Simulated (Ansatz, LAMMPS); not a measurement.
# Gap against volume in Ga2O3 with crystalline order left by the classical run (115 atoms)

Density of this cell: 5.48 g/cm³. The cell holds 115 atoms: 46 Ga and 69 O. Cell: a = 10.839 Å, b = 10.867 Å, c = 11.120 Å, α = 88.8°, β = 88.6°, γ = 86.4°. The starting structure: 115 atoms (46 Fe, 69 O) placed at random at 4.28 g/cm³, melted at 4500 K for 20 ps at fixed volume with the Morse and Coulomb pair potential with partial charges (Pedone, Malavasi, Menziani, Cormack and Segre, J. Phys. Chem. B 110, 11780 (2006)). Quenched from 4500 K to 300 K at 10 K/ps and fixed volume, held 20 ps at zero pressure. Then Fe was replaced by Ga (the potential has no terms for the new elements, so the cell is a start for a DFT relaxation).

Calculated with Ansatz 0.2.0: Kohn-Sham DFT, PBE, PAW (set soft_2), plane waves; cutoff 420 eV, Γ point, fixed occupations. The relaxed cell was scaled evenly and the atoms were relaxed at each volume. The gap is that between the highest filled and the lowest empty Kohn-Sham level on the run's k-points.

```
volume (Å³/atom)  gap (eV)
          10.225               2.026
          10.680               1.790
          11.021               1.661
          11.361               1.515
          11.702                   ?
          12.043               1.367
```

Task: Fit a straight line in ln V to the rows given and interpolate to the withheld row.

**Working.**

A volume deformation potential makes the spacing linear in u = ln(V/V0), with V0 = 11.361 Å³ the relaxed volume; v is the spacing.

| u = ln(V/V0) | v (eV) |
| --- | --- |
| -0.105361 | 2.0259 |
| -0.0618763 | 1.7902 |
| -0.0304590 | 1.6611 |
| 0 | 1.5148 |
| 0.0582684 | 1.3671 |

With n = 5: mean u = -0.0278855, mean v = 1.67182, Σ(u − ū)² = 0.015364, Σ(u − ū)(v − v̄) = -0.062060. Slope b = -0.062060 / 0.015364 = -4.0392; intercept a = v̄ − b ū = 1.5592.

At the withheld volume u = 0.02956, and v = a + b u.

Prediction at 11.702: 1.440 eV. The run gave 1.387 eV, so the fit is high by 0.053 eV (3.8 % of the value).

The slope, -4.04 eV, says that the spacing narrows on expansion. Among the rows given, the largest miss of the fit is at 11.361, by 0.044 eV (6.7 % of the range of the table).

Limits: The table spans 16 % in volume, wide for a linear law. Semilocal functionals tend to put gaps under measured ones. Only the Γ point is sampled. Defect or tail levels can set the spacing of a disordered cell.

[Logs are printed without paths, hosts, clocks, repeated set-up lines and the standing remarks that a program may print on its own settings, such as how far it seeks lower states.]

[Hosts, paths, dates, database ids (printed as entryN), source tags and the programs' standing remarks are cut or masked in the printed files.]
